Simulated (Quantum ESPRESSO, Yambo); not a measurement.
An input for Quantum ESPRESSO 7.5 (OsClF (1T monolayer (Janus))):

```
&control
  calculation = 'bands'
  prefix = 'x'
  outdir = 'o'
  pseudo_dir = 'pseudo'
/
&system
  ibrav = 0
  nat = 3
  ntyp = 3
  ecutwfc = 72.0
  nbnd = 42
  force_symmorphic = .true.
  noncolin = .true.
  lspinorb = .true.
/
&electrons
  conv_thr = 1e-9
  electron_maxstep = 80
  diago_full_acc = .true.
  diago_thr_init = 5e-6
/
ATOMIC_SPECIES
  Os 190.23 Os.upf
  F 18.998 F.upf
  Cl 35.45 Cl.upf
CELL_PARAMETERS angstrom
  3.4865083883 -0.0000000001 0.0000000000
  -1.7432541941 3.0194048348 0.0000000000
  0.0000000000 0.0000000000 14.0000000000
ATOMIC_POSITIONS crystal
  Os 0.0000000000 0.0000000000 0.4997666318
  F 0.3333333333 0.6666666667 0.5757877442
  Cl 0.6666666667 0.3333333333 0.4244456239
K_POINTS crystal
  25
  0.00000000 0.00000000 0.00000000 1
  0.06250000 0.00000000 0.00000000 1
  0.12500000 0.00000000 0.00000000 1
  0.18750000 0.00000000 0.00000000 1
  0.25000000 0.00000000 0.00000000 1
  0.31250000 0.00000000 0.00000000 1
  0.37500000 0.00000000 0.00000000 1
  0.43750000 0.00000000 0.00000000 1
  0.50000000 0.00000000 0.00000000 1
  0.47916667 0.04166667 0.00000000 1
  0.45833333 0.08333333 0.00000000 1
  0.43750000 0.12500000 0.00000000 1
  0.41666666 0.16666666 0.00000000 1
  0.39583333 0.20833333 0.00000000 1
  0.37500000 0.25000000 0.00000000 1
  0.35416666 0.29166666 0.00000000 1
  0.33333333 0.33333333 0.00000000 1
  0.29166666 0.29166666 0.00000000 1
  0.25000000 0.25000000 0.00000000 1
  0.20833333 0.20833333 0.00000000 1
  0.16666666 0.16666666 0.00000000 1
  0.12500000 0.12500000 0.00000000 1
  0.08333333 0.08333333 0.00000000 1
  0.04166667 0.04166667 0.00000000 1
  0.00000000 0.00000000 0.00000000 1
```

```sh
OMP_NUM_THREADS=1 mpirun -n 4 pw.x -nk 4 -in pw.in > pw.out
```

Question: Estimate wall time and host memory on 4 MPI ranks of Arm Neoverse V2, shared host.

It took 33 s; on shared hardware allow 17 s to 67 s. Peak host memory was 0.69 GiB.

[Paths, hosts, dates, memory and timing lines, banners, echoed tables and standing remarks are left out of the program output.]

[Logs are printed without paths, hosts, clocks, repeated set-up lines and the standing remarks that a program may print on its own settings, such as how far it seeks lower states.]

[Runs of the session that timed out or met a known fault of the program may be left out.]

[Hosts, paths, dates, database ids (printed as entryN), source tags and the programs' standing remarks are cut or masked in the printed files.]
